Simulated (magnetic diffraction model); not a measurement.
**Solving a magnetic structure from powder neutron data: ZnCo2GeTe4**

Space group I-4 (no. 82), a = 6.0750 Å, c = 12.2340 Å.

| site | atom | x | y | z |
| --- | --- | --- | --- | --- |
| 8g | Te | 0.2560 | 0.7751 | 0.1286 |
| 2b | Ge | 1/2 | 1/2 | 0 |
| 2c | Zn | 0 | 1/2 | 1/4 |
| 2d | Co | 1/2 | 0 | 1/4 |
| 2a | Co | 0 | 0 | 0 |

The compound is invented for this exercise: a known structure type with other elements, its cell scaled to their sizes and not relaxed.

Only Co is taken to order (form factors of Co2+); orders and moment sizes are assumed, and not adapted to the symmetry. Radiation: neutrons of λ = 4.2 Å, 8° to 100°; isotropic B of 0.12 Å² (Te), 0.17 Å² (Ge), 0.17 Å² (Zn) and 0.17 Å² (Co). Simulated constant-wavelength pattern: nuclear and magnetic terms add, the magnetic one as |2.695 fm × Σ f S⊥ exp(2πi Q·r) exp(−B s²)|², summed over all Q at one angle with the factor 1/(sin²θ cos θ). For collinear order S is the moment m, which repeats by lattice and centring translations R with the sign exp(−2πi k·R). Free-ion form factors, Sears's scattering lengths of 1992, no absorption; a label names one of the reflections at its angle. The strongest nuclear line in the range is 100, and lines under 0.2 are left out.

Above the ordering temperature:

```csv
2θ (°),index,I
45.41,(1 0 1),5.9
58.53,(1 1 0),0.4
73.36,(1 1 2),100.0
76.67,(1 0 3),7.2
86.72,(0 0 4),0.4
87.47,(2 0 0),0.7
```

Below it (cell unchanged):

```csv
2θ (°),I
19.77,23.2
40.45,11.0
45.41,5.9
58.31,5.2
58.53,0.4
61.99,2.3
62.41,5.1
73.36,100.0
76.67,7.2
86.72,0.4
87.47,0.7
90.48,3.6
90.85,2.5
```

**Question.** Find the propagation vector, then choose among these models:
A. collinear moments along [100], 2.42 μB on Co; signs + at (1/2, 0, 1/4), + at (0, 0, 0)
B. collinear moments along [010], 2.42 μB on Co; signs + at (1/2, 0, 1/4), + at (0, 0, 0)
C. collinear moments along [010], 2.42 μB on Co; signs + at (1/2, 0, 1/4), − at (0, 0, 0)
D. collinear moments along [100], 2.42 μB on Co; signs + at (1/2, 0, 1/4), − at (0, 0, 0)

The new lines index as (0 0 1) at 19.77°, (1 0 0) at 40.45°, (0 1 2) at 58.31° and (0 0 3) at 61.99°, that is as H ± k with k = (1 0 0). The indices are whole but break the lattice centring, so the moments reverse under a centring translation, those with k·t a half-integer.

Magnetic intensity, observed (below minus above) and for each model:

| 2θ (°) | index | observed | A | B | C | D |
| --- | --- | --- | --- | --- | --- | --- |
| 19.77 | (0 0 1) | 23.2 | 23.2 | 23.2 | 23.2 | 23.2 |
| 40.45 | (1 0 0) | 11.0 | 11.0 | <0.2 | 11.0 | <0.2 |
| 58.31 | (0 1 2) | 5.2 | 5.2 | 10.5 | 5.2 | 10.5 |
| 61.99 | (0 0 3) | 2.3 | 2.3 | 2.3 | 2.3 | 2.3 |
| 62.41 | (1 1 1) | 5.1 | 5.1 | 5.1 | 5.1 | 5.1 |
| 90.48 | (1 1 3) | 3.6 | 3.6 | 3.6 | 3.6 | 3.6 |
| 90.85 | (2 0 1) | 2.5 | 2.5 | 2.5 | 2.5 | 2.5 |

Models A and C match alike on every line, so these data can't choose among them (such ties are often domains of one structure).

The structure used: k = (1 0 0), collinear moments along [010], 2.42 μB on Co; signs + at (1/2, 0, 1/4), − at (0, 0, 0).

[Logs are printed without paths, hosts, clocks, repeated set-up lines and the standing remarks that a program may print on its own settings, such as how far it seeks lower states.]
